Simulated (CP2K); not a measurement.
Consider N-methylacetamide at its PBE geometry (Å).

```xyz
12

C     1.8994    0.0531    0.1905
N     0.5362   -0.3889   -0.0626
C    -0.5239    0.4795   -0.0009
C    -1.8964   -0.1420   -0.1969
O    -0.3654    1.6876    0.2084
H     2.0545    1.0282   -0.2861
H     2.1019    0.1667    1.2665
H     2.6009   -0.6755   -0.2315
H     0.3541   -1.3781   -0.1848
H    -2.4293   -0.1329    0.7637
H    -1.8624   -1.1744   -0.5691
H    -2.4697    0.4766   -0.8971
```

Method: CP2K XAS_TDP, all-electron GAPW, PBEh(45%), aug-cc-pVDZ, TDA, no relativity.

Where do the C K-edge lines lie, and how strong are they?

Leading lines: C1 284.41 eV, C3 283.32 eV and C4 283.78 eV. The leading line of an atom is its first one with 35 % of the strongest within 2.5 eV of its lowest line over the strength cut. 

The first six lines of each atom with a strength over 0.0015:

```csv
atom,energy (eV),states,"strength, one atom"
C1 (bonded to N and 3 H),284.41,1,0.0106
,285.14,1,0.0077
,285.38,1,0.0123
,285.56,1,0.0115
,285.80,1,0.0102
,286.25,1,0.0093
"C3 (bonded to C, N and O)",283.32,1,0.0746
,287.79,1,0.0016
,288.46,1,0.0067
,289.17,1,0.0040
,289.26,1,0.0027
,290.08,1,0.0026
C4 (bonded to C and 3 H),283.78,1,0.0071
,283.89,1,0.0047
,284.60,1,0.0174
,285.10,1,0.0077
,285.21,1,0.0102
,285.66,1,0.0022
```

Lines are vertical, at one geometry, with no vibrational structure. Without a correction of the core level, line positions, and the gaps between valence and Rydberg lines, follow the share of exact exchange. At this level such K lines come out 3 to 6 eV under measured ones. These values hold no scalar relativity, about 0.1 eV for C 1s. Rydberg lines, and the discretised continuum above threshold, depend on the basis and the box.

[Banner, clock and machine lines of the logs are left out without a mark of their own.]

[Logs are printed without paths, hosts, clocks, repeated set-up lines and the standing remarks that a program may print on its own settings, such as how far it seeks lower states.]

[Hosts, paths, dates, database ids (printed as entryN), source tags and the programs' standing remarks are cut or masked in the printed files.]
